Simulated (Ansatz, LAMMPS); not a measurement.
# Structural relaxation of glassy 67P2O5-33BaO (mol %) (128 atoms), part 2 of 3

How does glassy 67P2O5-33BaO (mol %) (128 atoms) relax, and what do bonds and levels look like afterwards?

Ansatz 0.2.0; Kohn-Sham DFT, RPBE, PAW (set soft_2), plane waves.

The cell: 32 P, 8 Ba and 88 O. The quench rate of 200 K/ps is many orders above laboratory rates. The starting topology of bonds comes from the classical model. The Brillouin zone is sampled at Γ only, in a cell whose shortest periodic width is 12 Å. The levels lack spin–orbit coupling.

So far. Step 3 (Single point at the start): Neighbours are counted within 2.11 Å (O-P), 3.29 Å (O-Ba).

## 4. Relaxation

The atoms are relaxed in the fixed cell, aiming at the force tolerance of the input.

Input file input.yaml:

```yaml
crystal:
  lattice:
    - [12.43542, 0.0, 0.0]
    - [0.0, 12.43542, 0.0]
    - [0.0, 0.0, 12.43542]
  atoms:
    [... the 128 atom lines of step 3 ...]
kpoints:
  mp_grid: { grid: [1, 1, 1] }
hamiltonian:
  xc: rpbe
scf:
  occupations: { method: fixed }
output:
  forces: true
relax:
  f_tol: 0.05
  max_steps: 196
```

Run with:

```console
$ ansatz run input.yaml --threads 4 --pin off --max-ram 8192MiB --backend cpu --events-out ev --progress --plain --runs-dir out
```

Numbers of over 12 decimals in the logs are rounded to 6 here.

Output:

```text
[...]
Crystal: 128 atoms, lattice volume = 1923.009 Å³
Basis set: ecut = 420 eV, 37529 PW (Γ), exchange–correlation on 180×180×180 points (8 copies of the dense FFT grid, shifted against one another)
Bands: 512, of which v1, the nominal top of the filled ones, is band 384 counted from 1 (383 counted from 0)
Symmetry: 1 space group operations
[...]
k-points: 1
[...]
SCF iter   1: F=—  HF=-122089.908513 eV  |F-HF|=—  |Δ(HF+E_count)|=         —  Δρ=7.43e-3  dr2=1.44e0  ethr=1.77e-3  ⟨swp⟩=7.0  Hψ=1895  notcnv=0  defer=126
[...]
SCF iter   3: F=—  HF=-122089.530422 eV  |F-HF|=—  |Δ(HF+E_count)|=   4.75e-2  Δρ=1.58e-3  dr2=8.22e-2  ethr=3.41e-5  ⟨swp⟩=3.0  Hψ=719  notcnv=0  defer=118
automatic band count: iteration 3 solves 504 bands in place of 512: the levels show a gap, and the empty bands left out lie too high to hold charge; the band table lists the bands solved (type scf.n_extra_bands for more)
SCF iter   4: F=—  HF=-122089.509992 eV  |F-HF|=—  |Δ(HF+E_count)|=   2.04e-2  Δρ=6.83e-4  dr2=8.44e-3  ethr=1.07e-5  ⟨swp⟩=4.0  Hψ=735  notcnv=0  defer=118
[...]
SCF iter   7: F=-122089.513797 eV  HF=-122089.513809 eV  |F-HF|=1.15e-5  |Δ(HF+E_count)|=   5.21e-5  Δρ=4.75e-5  dr2=3.61e-5  ethr=8.14e-9  ⟨swp⟩=4.0  Hψ=1845  notcnv=0
SCF 1 converged in 7 iterations: F = -122089.513797 eV  dr2 = 3.61e-5
[...]
relax step   1: F+E_penalty+E_count = -122089.51379745 eV  Δ(F+E_penalty+E_count) = +0.000e0 eV  max|allowed force component| = 5.322e0 eV/Å  Δτ_max = 0.0000 Å  (7 SCF iters, dr2 threshold 6.25e-5 eV, accepted)
[... from here on, the SCF cycles and remarks between the steps are left out ...]
relax step   2: F+E_penalty+E_count = -122094.38862250 eV  Δ(F+E_penalty+E_count) = -4.875e0 eV  max|allowed force component| = 4.128e0 eV/Å  Δτ_max = 0.1973 Å  (6 SCF iters, dr2 threshold 1.00e-4 eV, accepted)
relax step   3: F+E_penalty+E_count = -122099.26964516 eV  Δ(F+E_penalty+E_count) = -4.881e0 eV  max|allowed force component| = 1.774e0 eV/Å  Δτ_max = 0.1948 Å  (7 SCF iters, dr2 threshold 1.00e-4 eV, accepted)
relax step   4: F+E_penalty+E_count = -122101.27921117 eV  Δ(F+E_penalty+E_count) = -2.010e0 eV  max|allowed force component| = 1.185e0 eV/Å  Δτ_max = 0.1959 Å  (7 SCF iters, dr2 threshold 1.00e-4 eV, accepted)
relax step   5: F+E_penalty+E_count = -122102.84732574 eV  Δ(F+E_penalty+E_count) = -1.568e0 eV  max|allowed force component| = 6.098e-1 eV/Å  Δτ_max = 0.1947 Å  (7 SCF iters, dr2 threshold 1.00e-4 eV, accepted)
relax step   6: F+E_penalty+E_count = -122103.85972964 eV  Δ(F+E_penalty+E_count) = -1.012e0 eV  max|allowed force component| = 6.246e-1 eV/Å  Δτ_max = 0.1951 Å  (6 SCF iters, dr2 threshold 9.85e-5 eV, accepted)
relax step   7: F+E_penalty+E_count = -122104.69486434 eV  Δ(F+E_penalty+E_count) = -8.351e-1 eV  max|allowed force component| = 6.217e-1 eV/Å  Δτ_max = 0.1921 Å  (7 SCF iters, dr2 threshold 1.00e-4 eV, accepted)
relax step   8: F+E_penalty+E_count = -122105.25322489 eV  Δ(F+E_penalty+E_count) = -5.584e-1 eV  max|allowed force component| = 6.407e-1 eV/Å  Δτ_max = 0.1934 Å  (6 SCF iters, dr2 threshold 1.00e-4 eV, accepted)
relax step   9: F+E_penalty+E_count = -122105.68750031 eV  Δ(F+E_penalty+E_count) = -4.343e-1 eV  max|allowed force component| = 5.991e-1 eV/Å  Δτ_max = 0.1956 Å  (6 SCF iters, dr2 threshold 1.00e-4 eV, accepted)
relax step  10: F+E_penalty+E_count = -122106.06154634 eV  Δ(F+E_penalty+E_count) = -3.740e-1 eV  max|allowed force component| = 5.890e-1 eV/Å  Δτ_max = 0.2000 Å  (6 SCF iters, dr2 threshold 1.00e-4 eV, accepted)
relax step  11: F+E_penalty+E_count = -122106.41729131 eV  Δ(F+E_penalty+E_count) = -3.557e-1 eV  max|allowed force component| = 4.588e-1 eV/Å  Δτ_max = 0.1952 Å  (6 SCF iters, dr2 threshold 1.00e-4 eV, accepted)
relax step  12: F+E_penalty+E_count = -122106.83194216 eV  Δ(F+E_penalty+E_count) = -4.147e-1 eV  max|allowed force component| = 5.229e-1 eV/Å  Δτ_max = 0.2000 Å  (7 SCF iters, dr2 threshold 1.00e-4 eV, accepted)
relax step  13: F+E_penalty+E_count = -122107.17584571 eV  Δ(F+E_penalty+E_count) = -3.439e-1 eV  max|allowed force component| = 3.695e-1 eV/Å  Δτ_max = 0.1951 Å  (7 SCF iters, dr2 threshold 1.00e-4 eV, accepted)
relax step  14: F+E_penalty+E_count = -122107.42663519 eV  Δ(F+E_penalty+E_count) = -2.508e-1 eV  max|allowed force component| = 4.780e-1 eV/Å  Δτ_max = 0.1904 Å  (6 SCF iters, dr2 threshold 6.82e-5 eV, accepted)
relax step  15: F+E_penalty+E_count = -122107.64391769 eV  Δ(F+E_penalty+E_count) = -2.173e-1 eV  max|allowed force component| = 4.948e-1 eV/Å  Δτ_max = 0.1969 Å  (6 SCF iters, dr2 threshold 1.00e-4 eV, accepted)
relax step  16: F+E_penalty+E_count = -122107.89691359 eV  Δ(F+E_penalty+E_count) = -2.530e-1 eV  max|allowed force component| = 6.453e-1 eV/Å  Δτ_max = 0.2000 Å  (6 SCF iters, dr2 threshold 1.00e-4 eV, accepted)
relax step  17: F+E_penalty+E_count = -122108.16374200 eV  Δ(F+E_penalty+E_count) = -2.668e-1 eV  max|allowed force component| = 8.030e-1 eV/Å  Δτ_max = 0.1923 Å  (6 SCF iters, dr2 threshold 1.00e-4 eV, accepted)
[...]
relax step  50: F+E_penalty+E_count = -122110.85682301 eV  Δ(F+E_penalty+E_count) = +4.643e-2 eV  max|allowed force component| = 2.337e-1 eV/Å  Δτ_max = 0.2000 Å  (7 SCF iters, dr2 threshold 1.39e-5 eV, rejected (line search))
relax step  51: F+E_penalty+E_count = -122110.92009959 eV  Δ(F+E_penalty+E_count) = -1.685e-2 eV  max|allowed force component| = 9.570e-2 eV/Å  Δτ_max = 0.0975 Å  (9 SCF iters, accepted)
[...]
relax step  61: F+E_penalty+E_count = -122110.96212893 eV  Δ(F+E_penalty+E_count) = -4.626e-3 eV  max|allowed force component| = 1.234e-1 eV/Å  Δτ_max = 0.0600 Å  (9 SCF iters, accepted)
[...]
relax step  63: F+E_penalty+E_count = -122110.37752295 eV  Δ(F+E_penalty+E_count) = +5.911e-1 eV  max|allowed force component| = 3.507e0 eV/Å  Δτ_max = 0.2000 Å  (7 SCF iters, dr2 threshold 3.66e-5 eV, rejected (line search))
relax step  64: F+E_penalty+E_count = -122110.98911448 eV  Δ(F+E_penalty+E_count) = -2.046e-2 eV  max|allowed force component| = 1.276e-1 eV/Å  Δτ_max = 0.1000 Å  (10 SCF iters, accepted)
relax step  65: F+E_penalty+E_count = -122111.00699544 eV  Δ(F+E_penalty+E_count) = -1.788e-2 eV  max|allowed force component| = 1.903e-1 eV/Å  Δτ_max = 0.0993 Å  (7 SCF iters, dr2 threshold 7.25e-6 eV, accepted)
relax step  66: F+E_penalty+E_count = -122111.03532635 eV  Δ(F+E_penalty+E_count) = -2.833e-2 eV  max|allowed force component| = 3.627e-1 eV/Å  Δτ_max = 0.1465 Å  (7 SCF iters, dr2 threshold 1.61e-5 eV, accepted)
relax step  67: F+E_penalty+E_count = -122111.09222265 eV  Δ(F+E_penalty+E_count) = -5.690e-2 eV  max|allowed force component| = 6.614e-1 eV/Å  Δτ_max = 0.2000 Å  (7 SCF iters, dr2 threshold 1.00e-4 eV, accepted)
relax step  68: F+E_penalty+E_count = -122111.16332770 eV  Δ(F+E_penalty+E_count) = -7.111e-2 eV  max|allowed force component| = 7.213e-1 eV/Å  Δτ_max = 0.0789 Å  (6 SCF iters, dr2 threshold 1.00e-4 eV, accepted)
relax step  69: F+E_penalty+E_count = -122111.13969362 eV  Δ(F+E_penalty+E_count) = +2.363e-2 eV  max|allowed force component| = 1.400e0 eV/Å  Δτ_max = 0.1955 Å  (6 SCF iters, dr2 threshold 1.00e-4 eV, rejected (line search))
relax step  70: F+E_penalty+E_count = -122111.31739157 eV  Δ(F+E_penalty+E_count) = -1.541e-1 eV  max|allowed force component| = 3.899e-1 eV/Å  Δτ_max = 0.0977 Å  (10 SCF iters, accepted)
relax step  71: F+E_penalty+E_count = -122111.42119100 eV  Δ(F+E_penalty+E_count) = -1.038e-1 eV  max|allowed force component| = 1.966e-1 eV/Å  Δτ_max = 0.0968 Å  (6 SCF iters, dr2 threshold 4.44e-5 eV, accepted)
relax step  72: F+E_penalty+E_count = -122111.35130591 eV  Δ(F+E_penalty+E_count) = +6.989e-2 eV  max|allowed force component| = 6.196e-1 eV/Å  Δτ_max = 0.1500 Å  (8 SCF iters, dr2 threshold 9.83e-6 eV, rejected (line search))
relax step  73: F+E_penalty+E_count = -122111.46974002 eV  Δ(F+E_penalty+E_count) = -4.855e-2 eV  max|allowed force component| = 1.516e-1 eV/Å  Δτ_max = 0.0715 Å  (10 SCF iters, accepted)
relax step  74: F+E_penalty+E_count = -122111.46693762 eV  Δ(F+E_penalty+E_count) = +2.802e-3 eV  max|allowed force component| = 1.804e-1 eV/Å  Δτ_max = 0.0555 Å  (7 SCF iters, dr2 threshold 5.84e-6 eV, rejected (line search))
relax step  75: F+E_penalty+E_count = -122111.48350670 eV  Δ(F+E_penalty+E_count) = -1.377e-2 eV  max|allowed force component| = 1.017e-1 eV/Å  Δτ_max = 0.0270 Å  (9 SCF iters, accepted)
relax step  76: F+E_penalty+E_count = -122111.49186623 eV  Δ(F+E_penalty+E_count) = -8.360e-3 eV  max|allowed force component| = 7.454e-2 eV/Å  Δτ_max = 0.0375 Å  (7 SCF iters, dr2 threshold 4.66e-6 eV, accepted)
relax step  77: F+E_penalty+E_count = -122111.49738571 eV  Δ(F+E_penalty+E_count) = -5.519e-3 eV  max|allowed force component| = 7.637e-2 eV/Å  Δτ_max = 0.0378 Å  (7 SCF iters, dr2 threshold 2.50e-6 eV, accepted)
relax step  78: F+E_penalty+E_count = -122111.50173468 eV  Δ(F+E_penalty+E_count) = -4.349e-3 eV  max|allowed force component| = 6.593e-2 eV/Å  Δτ_max = 0.0160 Å  (6 SCF iters, dr2 threshold 3.13e-6 eV, accepted)
relax step  79: F+E_penalty+E_count = -122111.46003830 eV  Δ(F+E_penalty+E_count) = +4.170e-2 eV  max|allowed force component| = 2.023e-1 eV/Å  Δτ_max = 0.1266 Å  (8 SCF iters, dr2 threshold 3.24e-6 eV, rejected (line search))
relax step  80: F+E_penalty+E_count = -122111.50871564 eV  Δ(F+E_penalty+E_count) = -6.981e-3 eV  max|allowed force component| = 3.617e-2 eV/Å  Δτ_max = 0.0344 Å  (9 SCF iters, accepted)
SCF converged after 9 iterations
Free energy (F): -122111.508716 eV
[...]
Internal energy: -122111.508716 eV  (E = F + TS)
E sigma→0 (E₀):  -122111.508716 eV
Fermi energy:    3.668928 eV
[...]
--- Forces (eV/Å), atoms counted from 1 ---
  atom   1  P     -0.00062514    -0.00360455    -0.00454601
  atom   2  P     -0.00438036     0.03100503    -0.00482235
  atom   3  P     -0.02264970     0.00137592     0.00595099
  atom   4  P      0.00724781     0.01449600    -0.00121611
  atom   5  P     -0.00255775    -0.00946360    -0.00083113
  atom   6  P      0.00342880    -0.00296894    -0.00299753
  atom   7  P     -0.02293575    -0.00228335     0.00724587
  atom   8  P      0.00924814    -0.00478825     0.00268661
  atom   9  P      0.00801165    -0.00380670    -0.00935994
  atom  10  P      0.00151892    -0.01114528     0.00114410
  atom  11  P      0.00435964     0.00219048    -0.00044578
  atom  12  P      0.00498661     0.02434967    -0.00694363
  atom  13  P     -0.02147714     0.01072370     0.01339721
  atom  14  P     -0.01649973    -0.01148570     0.01418446
[...]
atom 127  O     -0.00888566    -0.00190139     0.00033196
  atom 128  O      0.01455596    -0.01055235    -0.00899412
  max |Σ_I F_I| component: 8.72e-5 eV/Å
--- Relaxed structure (80 steps of the walk, 74 accepted, 0 SCFs on fresh bases) ---
  F+E_penalty+E_count = -122111.50871564 eV   max|allowed force component| = 3.617e-2 eV/Å
  atoms:
    - { symbol: P, position: [0.638883, 0.340526, 0.602095] }
    - { symbol: P, position: [0.699859, 0.615865, 0.772660] }
    - { symbol: P, position: [0.193158, 0.724899, 0.998598] }
    - { symbol: P, position: [0.814839, 0.196783, 0.517093] }
[...]
- { symbol: O, position: [0.509434, 0.618989, 0.245230] }
```

Elapsed: 35 min, on 4 threads of Arm Neoverse V1, shared host; peak memory 2.6 GiB.

The steps of the relaxation (22 of 80):

| step | energy less that of the first step (eV) | largest force component (eV/Å) |
| --- | --- | --- |
| 1 | 0.0000 | 5.3216 |
| 5 | -13.3335 | 0.6098 |
| 9 | -16.1737 | 0.5991 |
| 12 | -17.3181 | 0.5229 |
| 16 | -18.3831 | 0.6453 |
| 20 | -19.3199 | 0.6650 |
| 24 | -20.0163 | 0.4119 |
| 27 | -20.2585 | 0.5812 |
| 31 | -20.5448 | 0.2406 |
| 35 | -20.7389 | 0.7731 |
| 39 | -21.0247 | 0.6104 |
| 42 | -21.2225 | 0.5684 |
| 46 | -21.3612 | 0.0981 |
| 50 | -21.3430 | 0.2337 |
| 54 | -21.4197 | 0.0902 |
| 57 | -21.4317 | 0.1229 |
| 61 | -21.4483 | 0.1234 |
| 65 | -21.4932 | 0.1903 |
| 69 | -21.6259 | 1.4000 |
| 72 | -21.8375 | 0.6196 |
| 76 | -21.9781 | 0.0745 |
| 80 | -21.9949 | 0.0362 |

Relaxation steps 50, 63, 69, 72, 74, 79 were tried and not accepted.

The atoms that moved most (Å):

| atom | dx | dy | dz | length |
| --- | --- | --- | --- | --- |
| O104 | 0.571 | -1.698 | -1.086 | 2.095 |
| Ba33 | -1.650 | 0.967 | -0.068 | 1.914 |
| O78 | -0.359 | 1.273 | 1.165 | 1.762 |
| O74 | -1.507 | -0.670 | -0.396 | 1.696 |
| O127 | 0.300 | -1.185 | -0.896 | 1.516 |
| O83 | 0.182 | 0.952 | -1.149 | 1.503 |
| O116 | 0.202 | 0.140 | 1.424 | 1.445 |
| O63 | -1.147 | 0.254 | 0.788 | 1.415 |

The relaxation changed the energy by -172 meV/atom, and atoms moved by 0.90 Å r.m.s., 2.1 Å at most.

## 5. Distances and neighbours after relaxation

Bonds before and after, by the cutoffs listed below:

| pair | bonds before | bonds after | mean before (Å) | mean after (Å) | spread before (Å) | spread after (Å) |
| --- | --- | --- | --- | --- | --- | --- |
| O-P | 134 | 129 | 1.557 | 1.578 | 0.062 | 0.084 |
| O-Ba | 44 | 55 | 2.882 | 2.819 | 0.161 | 0.163 |

Density 3.02 g/cm³, 15.02 Å³ an atom.

Pair distribution functions g(r), in bins of 0.2 Å:

| r (Å) | total | O-O | O-P | O-Ba | P-P | P-Ba | Ba-Ba |
| --- | --- | --- | --- | --- | --- | --- | --- |
| 1.40 | 1.38 | 0.00 | 4.00 | 0.00 | 0.00 | 0.00 | 0.00 |
| 1.60 | 3.13 | 0.00 | 9.12 | 0.00 | 0.00 | 0.00 | 0.00 |
| 1.80 | 0.37 | 0.00 | 1.07 | 0.00 | 0.00 | 0.00 | 0.00 |
| 2.00 | 0.00 | 0.00 | 0.00 | 0.00 | 0.00 | 0.00 | 0.00 |
| 2.20 | 0.00 | 0.00 | 0.00 | 0.00 | 0.00 | 0.00 | 0.00 |
| 2.40 | 0.56 | 1.15 | 0.00 | 0.18 | 0.00 | 0.00 | 0.00 |
| 2.60 | 2.46 | 4.81 | 0.04 | 2.06 | 0.00 | 0.00 | 0.00 |
| 2.80 | 0.61 | 0.55 | 0.10 | 3.20 | 0.72 | 0.00 | 0.00 |
| 3.00 | 1.04 | 1.03 | 0.30 | 1.85 | 4.63 | 0.00 | 0.00 |
| 3.20 | 0.82 | 0.92 | 0.80 | 0.32 | 1.37 | 0.00 | 0.00 |
| 3.40 | 0.86 | 0.81 | 1.08 | 0.66 | 0.13 | 1.32 | 0.00 |
| 3.60 | 0.89 | 0.61 | 1.40 | 0.50 | 0.11 | 2.28 | 0.00 |
| 3.80 | 1.00 | 0.75 | 1.52 | 0.45 | 0.30 | 2.29 | 0.00 |
| 4.00 | 1.19 | 0.63 | 2.02 | 0.75 | 0.83 | 2.44 | 1.51 |
| 4.20 | 0.97 | 0.83 | 1.20 | 0.92 | 0.67 | 1.18 | 2.71 |
| 4.40 | 0.96 | 0.95 | 0.95 | 0.90 | 1.30 | 0.80 | 1.28 |
| 4.60 | 1.08 | 1.24 | 0.76 | 1.39 | 1.42 | 0.85 | 1.09 |
| 4.80 | 1.10 | 1.34 | 0.69 | 0.90 | 1.74 | 0.91 | 3.02 |
| 5.00 | 1.15 | 1.37 | 0.77 | 1.56 | 1.13 | 0.71 | 2.84 |
| 5.20 | 0.93 | 1.03 | 0.74 | 1.00 | 1.27 | 0.76 | 0.88 |
| 5.40 | 0.96 | 0.96 | 0.91 | 1.28 | 0.97 | 0.62 | 0.00 |
| 5.60 | 0.95 | 0.93 | 0.98 | 1.01 | 0.81 | 1.24 | 0.74 |
| 5.80 | 0.95 | 0.88 | 1.12 | 0.68 | 0.89 | 0.80 | 1.44 |
| 6.00 | 0.98 | 0.82 | 1.20 | 1.03 | 0.84 | 1.16 | 0.00 |

Bonds by pair of elements; cutoffs follow the first minimum of g(r), held within bounds set by covalent radii, and pairs that aren't listed don't count as bonded:

| pair A-B | cutoff (Å) | bonds | mean length (Å) | spread (Å) | shortest (Å) | B about A | A about B |
| --- | --- | --- | --- | --- | --- | --- | --- |
| O-P | 2.11 | 129 | 1.58 | 0.084 | 1.46 | 1.47 | 4.03 |
| O-Ba | 3.29 | 55 | 2.82 | 0.163 | 2.50 | 0.625 | 6.88 |

How many atoms have how many bonded neighbours:

| element | mean | 1 | 2 | 3 | 4 | 5 | 6 | 7 | 8 |
| --- | --- | --- | --- | --- | --- | --- | --- | --- | --- |
| Ba | 6.88 | 0 | 0 | 0 | 0 | 0 | 3 | 3 | 2 |
| O | 2.09 | 7 | 67 | 13 | 1 | 0 | 0 | 0 | 0 |
| P | 4.03 | 0 | 0 | 0 | 31 | 1 | 0 | 0 | 0 |

Bond angles, per cent of each kind in bins of 5°:

| angle (°) | O-P-O | O-Ba-O | Ba-O-P | P-O-P | Ba-O-Ba |
| --- | --- | --- | --- | --- | --- |
| 50–55 | 0.0 | 3.7 | 0.0 | 0.0 | 0.0 |
| 55–60 | 0.0 | 4.3 | 0.0 | 0.0 | 0.0 |
| 60–65 | 0.0 | 7.9 | 0.0 | 0.0 | 0.0 |
| 65–70 | 0.0 | 6.1 | 0.0 | 0.0 | 0.0 |
| 70–75 | 0.0 | 6.7 | 0.0 | 0.0 | 0.0 |
| 75–80 | 0.0 | 6.1 | 0.0 | 0.0 | 0.0 |
| 80–85 | 0.0 | 4.9 | 0.0 | 0.0 | 0.0 |
| 85–90 | 2.0 | 3.7 | 1.8 | 0.0 | 6.2 |
| 90–95 | 1.5 | 6.7 | 7.3 | 0.0 | 31.2 |
| 95–100 | 9.2 | 4.9 | 5.5 | 0.0 | 12.5 |
| 100–105 | 17.9 | 3.7 | 3.6 | 0.0 | 0.0 |
| 105–110 | 27.6 | 2.4 | 5.5 | 0.0 | 0.0 |
| 110–115 | 18.4 | 4.3 | 5.5 | 0.0 | 18.8 |
| 115–120 | 16.3 | 4.3 | 5.5 | 0.0 | 12.5 |
| 120–125 | 4.6 | 2.4 | 16.4 | 9.8 | 12.5 |
| 125–130 | 2.0 | 6.7 | 7.3 | 14.6 | 6.2 |
| 130–135 | 0.0 | 2.4 | 12.7 | 24.4 | 0.0 |
| 135–140 | 0.0 | 6.1 | 12.7 | 14.6 | 0.0 |
| 140–145 | 0.0 | 3.7 | 7.3 | 9.8 | 0.0 |
| 145–150 | 0.0 | 3.7 | 1.8 | 12.2 | 0.0 |
| 150–155 | 0.0 | 1.8 | 1.8 | 7.3 | 0.0 |
| 155–160 | 0.0 | 3.0 | 1.8 | 2.4 | 0.0 |
| 160–165 | 0.0 | 0.0 | 0.0 | 2.4 | 0.0 |
| 165–170 | 0.0 | 0.6 | 1.8 | 0.0 | 0.0 |
| 170–175 | 0.5 | 0.0 | 0.0 | 2.4 | 0.0 |
| 175–180 | 0.0 | 0.0 | 1.8 | 0.0 | 0.0 |

Bond angles (no mean is given where the spread exceeds 20°):

| angle | count | mean (°) | spread (°) |
| --- | --- | --- | --- |
| O-P-O | 196 | 109 | 8.9 |
| O-Ba-O | 164 | - | - |
| Ba-O-P | 55 | 124 | 19.1 |
| P-O-P | 41 | 138 | 11.3 |
| Ba-O-Ba | 16 | 106 | 12.5 |

Oxygen atoms by the number of network formers (Si, P, Ge, B, Al, As, Ga) bound to them:

| network formers bound to O | O atoms | per cent |
| --- | --- | --- |
| 0 | 0 | 0 |
| 1 | 47 | 53.4 |
| 2 | 41 | 46.6 |

Network units: each former by its oxygen neighbours and how many of them bridge to another former:

| former | O neighbours | bridging O | atoms |
| --- | --- | --- | --- |
| P | 4 | 1 | 2 |
| P | 4 | 2 | 14 |
| P | 4 | 3 | 12 |
| P | 4 | 4 | 3 |
| P | 5 | 4 | 1 |

Bond length by coordination (bonds to H left out):

| element | coordination | atoms | mean bond length (Å) |
| --- | --- | --- | --- |
| Ba | 6 | 3 | 2.75 |
| Ba | 7 | 3 | 2.81 |
| Ba | 8 | 2 | 2.90 |
| O | 1 | 7 | 1.47 |
| O | 2 | 67 | 1.82 |
| O | 3 | 13 | 2.42 |
| O | 4 | 1 | 2.50 |
| P | 4 | 31 | 1.57 |
| P | 5 | 1 | 1.68 |

Rings of the network by King's shortest-path rule, up to 12 atoms, one path for each pair of neighbours; H, halogens, alkali and alkaline-earth atoms are left out, and the last column divides by all other atoms, bonded or not:

| ring size (atoms) | rings | per network atom |
| --- | --- | --- |
| 10 | 3 | 0.025 |
| 12 | 1 | 0.008 |

First main peaks of g(r), for some of the pairs, lie near 2.6 Å (O-O), 1.6 Å (O-P), 2.8 Å (O-Ba) and 3.0 Å (P-P). With the cutoffs above, 38 % of Ba atoms have 6 and as many 7, 76 % of O atoms have 2 and 97 % of P atoms have 4 bonded neighbours. The O-P-O angle averages 109° with a spread of 9°. 47 % of the oxygens bridge two formers (P) and 53 % are non-bridging. The commonest P unit has 4 oxygens, 2 of them shared with other formers (14 of 32 atoms). Rings of 10 atoms are the most common (75 % of those counted); sizes run from 10 to 12, where the search stops.

[end of part 2 of 3]

[Logs are printed without paths, hosts, clocks, repeated set-up lines and the standing remarks that a program may print on its own settings, such as how far it seeks lower states.]

[Hosts, paths, dates, database ids (printed as entryN), source tags and the programs' standing remarks are cut or masked in the printed files.]
